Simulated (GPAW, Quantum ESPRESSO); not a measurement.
The Sn K edge of atom 1 in SnO2 (Cassiterite, P4_2/mnm), with 6 O at 2.05 Å (distorted octahedral, site symmetry mmm), was computed in 2 ways: full core hole (charged cell) and no core hole. Program and functional: Quantum ESPRESSO XSpectra, PBE, Lorentzian half width 4.25 eV (not a setting of the program: the run's 0.4 eV curve was folded afterwards with a further Lorentzian); cells of 6 and 24 atoms (the run without a hole in the smaller).

Each run is counted from its own lowest empty level or Fermi level and scaled to a mean of 1 over its first 20 eV. (XSpectra's own axis starts at xe0, in the gap; it has been shifted.)

```
E (eV)  run 1  run 2
 -2.00   0.31   0.23
 -1.25   0.35   0.26
 -0.50   0.40   0.29
  0.25   0.46   0.33
  1.00   0.53   0.37
  1.75   0.61   0.43
  2.50   0.71   0.49
  3.25   0.83   0.56
  4.00   0.95   0.64
  4.75   1.07   0.74
  5.50   1.19   0.84
  6.25   1.28   0.94
  7.00   1.35   1.05
  7.75   1.38   1.15
  8.50   1.38   1.24
  9.25   1.35   1.32
 10.00   1.30   1.37
 10.75   1.24   1.39
 11.50   1.17   1.38
 12.25   1.11   1.35
 13.00   1.05   1.31
 13.75   1.00   1.26
 14.50   0.95   1.21
 15.25   0.92   1.17
 16.00   0.89   1.13
 16.75   0.87   1.10
 17.50   0.85   1.07
 18.25   0.84   1.04
 19.00   0.82   1.01
 19.75   0.81   0.99
 20.50   0.79   0.96
 21.25   0.78   0.94
 22.00   0.78   0.93
 22.75   0.77   0.92
 23.50   0.78   0.92
 24.25   0.78   0.92
 25.00   0.78   0.92
 25.75   0.78   0.92
 26.50   0.78   0.92
 27.25   0.77   0.91
 28.00   0.75   0.90
 28.75   0.74   0.88
 29.50   0.72   0.86
 30.25   0.70   0.84
 31.00   0.69   0.82
 31.75   0.67   0.80
```

Which run is which?

Run 1: full core hole (charged cell) (area from −2 to 6 eV 5.6, main maxima 8.2 eV (1.38)). Run 2: no core hole (area from −2 to 6 eV 3.9, main maxima 11.0 eV (1.39)). With each curve scaled to its own mean, the area from −2 to 6 eV with the hole is 5.6 against 3.9, and the centre of weight from −1 to 20 eV moves by -1.2 eV, while the pattern of peaks shifts by -2.6 eV: the hole pulls the absorber's empty states down.

[Banner, clock and machine lines of the logs are left out without a mark of their own.]

[Logs are printed without paths, hosts, clocks, repeated set-up lines and the standing remarks that a program may print on its own settings, such as how far it seeks lower states.]

[Hosts, paths, dates, database ids (printed as entryN), source tags and the programs' standing remarks are cut or masked in the printed files.]

[Lists of maxima count a maximum above −3 eV only where it reaches 4 % of the highest in the window and stands out from its surroundings by 2 % of it (1.5 % where it reaches 55 %); shoulders and weaker maxima are passed over, and of the rest the first, up to two pre-edge ones and the few strongest are named.]
